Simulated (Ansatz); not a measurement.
# Cr3PdN (Pm-3m): phonons and vibrational spectra

Aim: the phonons of Cr3PdN (Pm-3m) at a cell relaxed beforehand at this level. After the zone centre comes a 2×2×2 q mesh on a 12×12×12 k mesh.

Calculated with Ansatz 0.2.0; DFT PBEsol, scalar-relativistic, plane waves, PAW; PAW set soft_1.

### Step 1. The starting structure

It takes space group Pm-3m (No. 221, cubic). Conventional cell: a = 3.786 Å, b = 3.786 Å, c = 3.786 Å, α = 90.00°, β = 90.00°, γ = 90.00°. Nearest to Cr lie 2 N at 1.89 Å. Nearest to Pd lie 12 Cr at 2.68 Å. N has 6 Cr at 1.89 Å nearest. Farther neighbours and most contacts between anions are not listed.

### Step 2. Modes at Γ

The cell comes from relaxations at this level that are not shown. The zone centre comes first: it holds the modes that light can see, as far as symmetry allows. No field response is asked, since the mesh shows no gap.

File input.yaml:

```yaml
crystal:
  lattice:
    - [3.78590862, 0.0, 0.0]
    - [0.0, 3.78590862, 0.0]
    - [0.0, 0.0, 3.78590862]
  atoms:
    - { symbol: Cr, position: [0.5, 0.0, 0.5] }
    - { symbol: Cr, position: [0.0, 0.5, 0.5] }
    - { symbol: Cr, position: [0.5, 0.5, 0.0] }
    - { symbol: Pd, position: [0.0, 0.0, 0.0] }
    - { symbol: "N", position: [0.5, 0.5, 0.5] }
kpoints:
  mp_grid: { grid: [12, 12, 12] }
hamiltonian:
  xc: pbesol
  pseudopotentials: { kind: paw, azcp: { folder: soft_1 }, xc_functional: pbe }
scf:
  occupations: { method: methfessel_paxton, width: 0.2 }
output:
  eigenvalues: true
phonons:
  method: dfpt
```

On the command line:

```
$ ansatz run input.yaml --threads 4 --pin off --max-ram 10240MiB --backend cpu --events-out ev --progress --plain --runs-dir out
```

Numbers of over 12 decimals in the logs are rounded to 6 here.

The program printed:

```text
zone centre: on kpoints.mp_grid the ground state, and the responses unless they are solved on pairs of k-points, stand on 343 of the mesh's 1728 k-points, reduced under 8 symmetry operations, with k and −k counted as one. Each operation leaves every solved displacement unchanged or reverses it
Engine: ansatz 0.2.0, aarch64-unknown-linux-gnu
Pseudopotentials: kind: paw
Pseudopotential: Cr, paw, valence charge 14, recommended cutoff 420 eV (normal), soft_1/Cr.paw.azcp
Pseudopotential: Pd, paw, valence charge 18, recommended cutoff 420 eV (normal), soft_1/Pd.paw.azcp
Pseudopotential: N, paw, valence charge 5, recommended cutoff 420 eV (normal), soft_1/N.paw.azcp
Functional definition: PBEsol
  exchange = pbesol_x
  correlation = pbesol_c
Crystal: 5 atoms, lattice volume = 54.264 Å³
Basis set: ecut = 420 eV, 1045 PW (Γ), exchange–correlation on 54×54×54 points (8 copies of the dense FFT grid, shifted against one another)
Bands: 39, of which v1, the nominal top of the filled ones, is band 33 counted from 1 (32 counted from 0)
Symmetry: 48 space group operations
k-points: 343 of 1728 (irreducible under 8 space group operations)
Non-local potential: Cr, projectors of the file, l = 0: 3, l = 1: 2, l = 2: 3, l = 3: 1
Non-local potential: Pd, projectors of the file, l = 0: 2, l = 1: 2, l = 2: 2, l = 3: 1
Non-local potential: N, projectors of the file, l = 0: 2, l = 1: 2, l = 2: 1
PAW form: soft (Blöchl's): semilocal exchange-correlation on the pseudo side does not see the compensation charge
PAW frozen core: Cr, regenerated for the run's functional, and the local potential with it (the file was generated under x = pbe(κ = 0.804, μ = 0.219515), c = pbe(β = 0.066725))
PAW frozen core: Pd, regenerated for the run's functional, and the local potential with it (the file was generated under x = pbe(κ = 0.804, μ = 0.219515), c = pbe(β = 0.066725))
PAW frozen core: N, regenerated for the run's functional, and the local potential with it (the file was generated under x = pbe(κ = 0.804, μ = 0.219515), c = pbe(β = 0.066725))
PAW one-centre angular grid: Cr, 590 points (default); XC on 64 Gauss nodes
PAW one-centre angular grid: Pd, 590 points (default); XC on 64 Gauss nodes
PAW one-centre angular grid: N, 110 points (default); XC on 64 Gauss nodes
Initial density: superposition of atomic densities (chi_scale 0.1, normalization cell, long waves kept (reshape's long-wave potential 0.00 eV rms))
Initial wavefunctions: pseudopotential atomic-orbital guess
Functional: x = pbesol(κ = 0.804, μ = 0.123457), c = pbesol(β = 0.046)
SCF iter   1: F=—  HF=-17345.998807 eV  |F-HF|=—  |Δ(HF+E_count)|=         —  Δρ=3.54e-1  dr2=1.13e2  ethr=3.10e-3  ⟨swp⟩=3.9  Hψ=40168  notcnv=0
preconditioner: auto → Kerker (q_TF=auto, 2.812 Å⁻¹)  [metal: Δε(μ)=0.018 eV  Ē_g=6.005 eV  σ=0.200 eV  W_gap=0.08  n_scr=18 (ndim 8)  ℏωp=29.0 eV  f_vac=0.000  D(μ)=3.33/eV (n_scr^D=32)]
SCF iter   2: F=—  HF=-17336.357564 eV  |F-HF|=—  |Δ(HF+E_count)|=    9.64e0  S|Δr|=    0.00e0  Δρ=1.55e-1  dr2=2.39e1  ethr=3.10e-3  ⟨swp⟩=2.9  Hψ=30988  notcnv=0  defer=34
SCF iter   3: F=—  HF=-17334.399996 eV  |F-HF|=—  |Δ(HF+E_count)|=    1.96e0  S|Δr|=    0.00e0  Δρ=4.30e-2  dr2=2.08e0  ethr=3.10e-3  ⟨swp⟩=2.3  Hψ=22648  notcnv=0  defer=29
SCF iter   4: F=—  HF=-17334.191392 eV  |F-HF|=—  |Δ(HF+E_count)|=   2.09e-1  S|Δr|=    0.00e0  Δρ=1.85e-2  dr2=4.07e-1  ethr=3.10e-3  ⟨swp⟩=2.0  Hψ=17504  notcnv=0  defer=19
SCF iter   5: F=—  HF=-17334.129977 eV  |F-HF|=—  |Δ(HF+E_count)|=   6.14e-2  S|Δr|=    0.00e0  Δρ=3.51e-3  dr2=9.37e-3  ethr=6.27e-4  ⟨swp⟩=1.9  Hψ=15104  notcnv=0  defer=21
SCF iter   6: F=—  HF=-17334.129354 eV  |F-HF|=—  |Δ(HF+E_count)|=   6.23e-4  S|Δr|=    0.00e0  Δρ=1.02e-3  dr2=7.07e-4  ethr=1.44e-5  ⟨swp⟩=2.0  Hψ=19225  notcnv=0  defer=16
SCF iter   7: F=—  HF=-17334.129210 eV  |F-HF|=—  |Δ(HF+E_count)|=   1.44e-4  S|Δr|=    0.00e0  Δρ=2.42e-4  dr2=2.46e-5  ethr=1.09e-6  ⟨swp⟩=2.0  Hψ=18311  notcnv=0  defer=16
SCF iter   8: F=—  HF=-17334.129205 eV  |F-HF|=—  |Δ(HF+E_count)|=   5.41e-6  S|Δr|=    0.00e0  Δρ=1.35e-4  dr2=1.05e-5  ethr=3.78e-8  ⟨swp⟩=2.0  Hψ=24261  notcnv=0  defer=16
SCF iter   9: F=—  HF=-17334.129205 eV  |F-HF|=—  |Δ(HF+E_count)|=   3.89e-7  S|Δr|=    0.00e0  Δρ=2.37e-5  dr2=2.87e-7  ethr=1.62e-8  ⟨swp⟩=2.1  Hψ=17170  notcnv=0  defer=16
SCF iter  10: F=—  HF=-17334.129204 eV  |F-HF|=—  |Δ(HF+E_count)|=   6.05e-7  S|Δr|=    0.00e0  Δρ=8.45e-6  dr2=4.99e-8  ethr=4.41e-10  ⟨swp⟩=2.1  Hψ=17422  notcnv=0  defer=16
SCF iter  11: F=—  HF=-17334.129204 eV  |F-HF|=—  |Δ(HF+E_count)|=   4.82e-9  S|Δr|=    0.00e0  Δρ=1.75e-6  dr2=1.58e-9  ethr=7.67e-11  ⟨swp⟩=2.0  Hψ=15118  notcnv=0  defer=16
SCF iter  12: F=—  HF=-17334.129204 eV  |F-HF|=—  |Δ(HF+E_count)|=  2.87e-10  S|Δr|=    0.00e0  Δρ=7.35e-7  dr2=1.61e-10  ethr=2.43e-12  ⟨swp⟩=2.0  Hψ=24587  notcnv=0  defer=16
SCF iter  13: F=-17334.129204 eV  HF=-17334.129204 eV  |F-HF|=3.64e-12  |Δ(HF+E_count)|=  4.37e-11  S|Δr|=    0.00e0  Δρ=1.42e-7  dr2=7.44e-12  ethr=1.00e-12  ⟨swp⟩=4.2  Hψ=61012  notcnv=0
the search or the solves at the SCF's close seem to have found levels that the self-consistency loop had missed (the run counts 3). By its estimate they hold under 1e-12 electrons; where the run keeps them, the occupations were computed again with them
SCF 1 converged in 13 iterations: F = -17334.129204 eV  dr2 = 7.44e-12
  greatest PAW one-centre occupation: 1.001 electrons in one spin orbital (limit 2), on the Cr atom at site 1 (counted from 0), in its partial waves of l = 0
DFPT response loops at Γ: preconditioner auto → Kerker (q_TF=auto, 2.812 Å⁻¹) (partly filled bands, converged f_vac=0.000); β = 1.00, the filter's whole step (`scf.mixing.beta` (0.50) is not read by the response loops under this deck's `scf.mixing.preconditioner`; to damp them name `kerker` or `kerker_dos`, under which they read `scf.mixing.beta`, and type it under 1.00, their step now; both keys bind the ground state too); Broyden in place of MSR1
SCF converged after 13 iterations
Stability not checked: this state was not tested for a lower state beside it, because cold or Methfessel-Paxton smearing, or corrected tetrahedra, fill the levels in a way that the test cannot read (fill_not_monotonic; see scf.lower_state_search)
Free energy (F): -17334.129204 eV
Harris-Foulkes:  -17334.129204 eV  (|F-HF|=3.64e-12)
Internal energy: -17334.128697 eV  (E = F + TS)
E sigma→0 (E₀):  -17334.129077 eV
Entropy (-TS):   -0.000507 eV (-0.101 meV/atom)
Fermi energy:    19.367504 eV
--- Per-component energies (eV) ---
  E_band       = -562.189602
  E_kinetic    = 1490.510388
  E_local      = -5344.779067  (includes V_loc(G=0)·N_el)
  E_nonlocal   = 536.766410
  E_hartree    = 2350.845376
  E_xc         = -545.325573
  E_vxc        = -695.655189  (∫ρ·V_xc dr)
  E_paw        = -7438.167413  (= ΣΔE_a)
  E_vpaw       = -1250.726338  (= ΣTr[D̂ρ^β])
  E_aug_tail   = 0.003320  (compensation charges beyond the density's cutoff)
  E_ewald      = -8384.792761
  E_core_change = 0.810623  (= ΣΔE_core)
  E_smearing   = -0.000507  (= −TS)
  E_closure    = -0.000000  (closes the sum)
  Σ components = -17334.129204   (vs F -17334.129204, Δ=0.00e0)
--- Band table (eV; the first three rows and the last of 343) ---
  k-point 0: bands = [... 29 lower, 19.1553, 19.1553, 19.9977, 19.9977, 20.6478, 20.6478, 20.6478, 21.0910, ... 2 higher]
  k-point 1: bands = [... 29 lower, 19.1317, 19.1752, 19.9763, 20.0110, 20.5047, 20.5047, 20.6450, 21.0422, ... 2 higher]
  k-point 2: bands = [... 29 lower, 18.9962, 19.2342, 19.9148, 19.9473, 20.1669, 20.1669, 20.6378, 20.9022, ... 2 higher]
  k-point 342: bands = [... 29 lower, 19.3303, 19.3303, 19.3303, 19.7596, 19.7596, 19.7596, 20.6075, 20.6075, ... 2 higher]
--- Phonons (Γ-DFPT): 4 representative perturbations + reference, on 343 of 1728 k-points (Σ response iterations 13) ---
  k mesh reduced under 8 symmetry operations, with k and −k counted as one. Each operation leaves every solved displacement unchanged or reverses it
  ASR residual: 6.284e-5 → 0.000e0 eV/Å²; symmetrization residual: 1.430e-6 eV/Å²
  ASR residual per site (eV/Å²): 6.28e-5 6.28e-5 6.28e-5 5.16e-5 1.03e-5
  Γ frequencies (cm⁻¹): -70.53 -70.53 -70.53 0.00 0.00 0.00 71.74 71.74 71.74 197.32 197.32 197.32 690.21 690.21 690.21
  non-analytic LO–TO correction: not included (Born effective charges unavailable; polar crystals: no LO–TO splitting at Γ)
```

It took 2.2 min on 4 threads of Arm Neoverse V1, shared host; peak memory 2.6 GiB.

Reading the cycles: dr2 is the Hartree energy of the density residual (eV), the measure of convergence; HF is the Harris–Foulkes estimate of the energy, which meets the free energy F at convergence.

This run has no spin polarisation, although Cr can carry a moment.

This step gave:

- volume per atom: 10.85 Å³
- gap on the k-mesh: 0 eV
- sum-rule residual before enforcement: 6.28e-5 eV/Å²
- point group: m-3m
- highest optical mode at the zone centre (no LO-TO term): 690.2 cm⁻¹
- lowest optical zone-centre mode: -70.53 cm⁻¹

Patterns of degenerate modes are one choice out of their space. The modes at Γ (shares of kinetic energy by element, %) (negative means imaginary):

| mode | frequency (cm⁻¹) | symmetry | Cr % | Pd % | N % |
| --- | --- | --- | --- | --- | --- |
| 1 | -70.5 | T2u | 100 | 0 | 0 |
| 2 | -70.5 | T2u | 100 | 0 | 0 |
| 3 | -70.5 | T2u | 100 | 0 | 0 |
| 4 | 0.0 | acoustic | 56 | 38 | 5 |
| 5 | 0.0 | acoustic | 56 | 39 | 5 |
| 6 | 0.0 | acoustic | 56 | 39 | 5 |
| 7 | 71.7 | T1u | 72 | 9 | 19 |
| 8 | 71.7 | T1u | 72 | 9 | 19 |
| 9 | 71.7 | T1u | 72 | 9 | 19 |
| 10 | 197.3 | T1u | 47 | 53 | 0 |
| 11 | 197.3 | T1u | 47 | 53 | 0 |
| 12 | 197.3 | T1u | 47 | 53 | 0 |
| 13 | 690.2 | T1u | 24 | 0 | 76 |
| 14 | 690.2 | T1u | 24 | 0 | 76 |
| 15 | 690.2 | T1u | 24 | 0 | 76 |

Displacements in mode 2 (-70.5 cm⁻¹), the largest set to 1:
```
Cr1 -0.19  0.00  0.39
Cr2  0.00  1.00 -0.39
Cr3  0.19 -1.00  0.00
Pd4  0.00  0.00  0.00
N5   0.00  0.00  0.00
```

Displacements in mode 15 (690.2 cm⁻¹), the largest set to 1:
```
Cr1  0.00 -0.01  0.01
Cr2  0.00  0.00  0.01
Cr3  0.00  0.00 -0.29
Pd4  0.00  0.00  0.00
N5   0.00  0.05  1.00
```

Before it was imposed, the acoustic sum rule was missed by 6.3e-5 eV/Å². Small misses are needed for a sound result but don't prove that mesh and cutoff are converged. The lowest optical mode is imaginary, 70.5i cm⁻¹, so the energy falls along it.

### Step 3. Phonons on a q mesh

Stability and thermal properties need the whole zone. Linear response on a 2×2×2 q mesh gives force constants as far as a supercell of that size would.

input.yaml, as its differences from that of step 2:

```diff
@@ -22 +22,8 @@
   method: dfpt
+  qmesh: [2, 2, 2]
+  temperatures: { t_max: 1000, t_step: 50 }
+  qpath:
+    path:
+      - [[0.0, 0.0, 0.0], [0.0, 0.5, 0.0], [0.5, 0.5, 0.0], [0.0, 0.0, 0.0], [0.5, 0.5, 0.5], [0.0, 0.5, 0.0]]
+      - [[0.5, 0.5, 0.5], [0.5, 0.5, 0.0]]
+    npoints: 10
```

The program printed:

```text
[...]
Crystal: 5 atoms, lattice volume = 54.264 Å³
Basis set: ecut = 420 eV, 1045 PW (Γ), exchange–correlation on 54×54×54 points (8 copies of the dense FFT grid, shifted against one another)
Bands: 39, of which v1, the nominal top of the filled ones, is band 33 counted from 1 (32 counted from 0)
Symmetry: 48 space group operations
k-points: 84 of 1728
[...]
SCF iter   1: F=—  HF=-17345.998837 eV  |F-HF|=—  |Δ(HF+E_count)|=         —  Δρ=3.54e-1  dr2=1.13e2  ethr=3.10e-3  ⟨swp⟩=4.0  Hψ=9639  notcnv=0
[...]
SCF iter  13: F=-17334.129204 eV  HF=-17334.129204 eV  |F-HF|=3.64e-12  |Δ(HF+E_count)|=  3.64e-11  S|Δr|=    0.00e0  Δρ=1.42e-7  dr2=7.64e-12  ethr=1.00e-12  ⟨swp⟩=4.3  Hψ=14932  notcnv=0
[...]
SCF 1 converged in 13 iterations: F = -17334.129204 eV  dr2 = 7.64e-12
[...]
phonons: the bands overlap, so this run is a metal and interpolates without the dipole-dipole term. If the crystal is really an insulator or semiconductor, its LO-TO splitting is missing
NSCF: frozen V_eff on 84 k-points
[...]
DFPT response loops at q = (0, 0, 0) (fractional): preconditioner auto → Kerker (q_TF=auto, 2.812 Å⁻¹) (partly filled bands, converged f_vac=0.000); β = 1.00, the filter's whole step (`scf.mixing.beta` (0.50) is not read by the response loops under this deck's `scf.mixing.preconditioner`; to damp them name `kerker` or `kerker_dos`, under which they read `scf.mixing.beta`, and type it under 1.00, their step now; both keys bind the ground state too); Broyden in place of MSR1
[...]
SCF converged after 13 iterations
[...]
Free energy (F): -17334.129204 eV
[...]
Internal energy: -17334.128697 eV  (E = F + TS)
E sigma→0 (E₀):  -17334.129077 eV
Entropy (-TS):   -0.000507 eV (-0.101 meV/atom)
Fermi energy:    19.367504 eV
[...]
--- Band table (eV; the first three rows and the last of 84) ---
  k-point 0: bands = [... 29 lower, 19.1553, 19.1553, 19.9977, 19.9977, 20.6478, 20.6478, 20.6478, 21.0910, ... 2 higher]
  k-point 1: bands = [... 29 lower, 19.1317, 19.1752, 19.9763, 20.0110, 20.5047, 20.5047, 20.6450, 21.0422, ... 2 higher]
  k-point 2: bands = [... 29 lower, 18.9962, 19.2342, 19.9148, 19.9473, 20.1669, 20.1669, 20.6378, 20.9022, ... 2 higher]
  k-point 83: bands = [... 29 lower, 19.3303, 19.3303, 19.3303, 19.7596, 19.7596, 19.7596, 20.6075, 20.6075, ... 2 higher]
--- Phonons (Γ-DFPT): 4 representative perturbations + reference (Σ response iterations 13) ---
  ASR residual: 6.354e-5 → 0.000e0 eV/Å²; symmetrization residual: 1.354e-6 eV/Å²
  ASR residual per site (eV/Å²): 6.35e-5 6.35e-5 6.35e-5 5.31e-5 7.31e-6
[...]
--- Phonons (arbitrary-q DFPT): 4 irreducible q on the 2×2×2 mesh ---
  q = [0.0000, 0.0000, 0.0000] (star 1, of the zone-centre solve; hermiticity 1.21e-7, symmetrization 8.99e-13): -70.53 -70.53 -70.53 -0.00 0.00 0.00 71.74 71.74 71.74 197.32 197.32 197.32 690.21 690.21 690.21
  q = [0.0000, 0.0000, -0.5000] (star 3, 9 solved perturbations in 2646 linear systems a pass and spin channel, the states on 343 of 1728 k-point pairs; hermiticity 1.41e-7, symmetrization 1.02e-12): 55.80 55.80 75.08 75.08 161.95 161.95 164.33 166.73 176.55 176.55 207.12 330.86 678.58 685.06 685.06
[...]
sum rule: each row above includes the acoustic sum rule's correction from the zone centre's row sums; it moved no ω² by more than (0.58 cm⁻¹)²
  mesh force constants: q→R imaginary residual 4.79e-18; ASR residual 6.354e-5 → 0.000e0 eV/Å²; symmetrization residual 2.132e-14 eV/Å²
  interpolated dispersion: 62 rows × 15 modes
  density of states and harmonic sums: on the 16×16×16 q-mesh, interpolated from the force constants of a 2×2×2 supercell (no non-analytic term)
  largest difference from the sums on the solved wave vectors: F 1.84e-1 eV, S 2.86e-4 and C_V 1.02e-4 eV/K
  zero-point energy: 0.244074 eV/cell   skipped modes (ω ≤ 0): 81, of them read as no rigid motion or as one in doubt: 78 (3.210e-1 modes/cell left out, lowest -70.53 cm⁻¹)   left out of the sums: 2.15e-2 of the cell's modes: C_V's classical limit lies that fraction below 3 k_B per atom; for a crystal, a wire or a layer, F and S can be off by more, and a phonons.interpolated_qmesh denser along its periods is the remedy for the sampling
```

Wall time 9.9 min (4 threads); peak memory 2.3 GiB; 38 min of CPU time.

Numbers from this step:

```
sum-rule residual before enforcement                    : 6.35e-5 eV/Å²
lowest frequency on the path                            : -70.53 cm⁻¹
highest frequency on the path or at a solved wavevector : 690.2 cm⁻¹
lowest mode on the q mesh (acoustic modes at Γ apart)   : -70.53 cm⁻¹
```

Frequencies (cm⁻¹) solved at each irreducible wavevector; negative means imaginary. Frequencies by wavevector, by row:

```
q in reciprocal lattice units  star  mode 1  mode 2  mode 3  mode 4  mode 13  mode 14  mode 15
                        0 0 0     1   -70.5   -70.5   -70.5       0    690.2    690.2    690.2
                     0 0 -0.5     3    55.8    55.8    75.1    75.1    678.6    685.1    685.1
                  0 -0.5 -0.5     3   -70.2    57.8     126     126    679.9    687.9    687.9
               -0.5 -0.5 -0.5     1   -45.6   -45.6   -45.6   101.5    673.8    673.8    673.8
```

Interpolated from a 2×2×2 q mesh, rough between the solved points. Phonon branches along the path, in cm⁻¹:

| point | branch 1 | branch 2 | branch 3 | branch 4 | branch 12 | branch 13 | branch 14 | branch 15 |
| --- | --- | --- | --- | --- | --- | --- | --- | --- |
| Γ | -70 | -70 | -70 | 0 | 197 | 690 | 690 | 690 |
| halfway | 31 | 31 | 68 | 68 | 238 | 685 | 688 | 688 |
| X | 56 | 56 | 75 | 75 | 331 | 679 | 685 | 685 |
| halfway | 39 | 62 | 125 | 136 | 337 | 682 | 683 | 686 |
| M | -70 | 58 | 126 | 126 | 368 | 680 | 688 | 688 |
| halfway | 50 | 63 | 108 | 110 | 264 | 684 | 685 | 687 |
| Γ | -70 | -70 | -70 | 0 | 197 | 690 | 690 | 690 |
| halfway | 72 | 72 | 143 | 148 | 281 | 681 | 681 | 686 |
| R | -46 | -46 | -46 | 102 | 374 | 674 | 674 | 674 |
| halfway | 42 | 111 | 112 | 146 | 338 | 678 | 682 | 682 |
| X | 56 | 56 | 75 | 75 | 331 | 679 | 685 | 685 |
| jump to R | -46 | -46 | -46 | 102 | 374 | 674 | 674 | 674 |
| halfway | -54 | 86 | 86 | 143 | 362 | 675 | 681 | 681 |
| M | -70 | 58 | 126 | 126 | 368 | 680 | 688 | 688 |

Tetrahedra on a 16×16×16 mesh, mean over bins of 10 cm-1. Interpolated from a 2×2×2 q mesh, rough between the solved points. Table of phonon density of states by wavenumber; read off at these points:

wavenumber (cm⁻¹), phonon density of states (1/cm⁻¹/cell) and a bar:
```
      -75      0.000 
      -45      0.006 #
      -25      0.005 #
        5      0.004 #
       35      0.011 #
       55      0.035 ####
       85      0.037 #####
      115      0.045 ######
      135      0.062 ########
      155      0.084 ##########
      165      0.081 ##########
      195      0.113 ##############
      215      0.023 ###
      245      0.017 ##
      275      0.003 
      295      0.005 #
      325      0.014 ##
      345      0.011 #
      375      0.000 
      405      0.000 
      425      0.000 
      455      0.000 
      485      0.000 
      505      0.000 
      535      0.000 
      565      0.000 
      585      0.000 
      615      0.000 
      645      0.000 
      665      0.000 
      685      0.247 ##############################
      695      0.001
```

(Part 1 of 2 ends here.)

[Logs are printed without paths, hosts, clocks, repeated set-up lines and the standing remarks that a program may print on its own settings, such as how far it seeks lower states.]

[Hosts, paths, dates, database ids (printed as entryN), source tags and the programs' standing remarks are cut or masked in the printed files.]
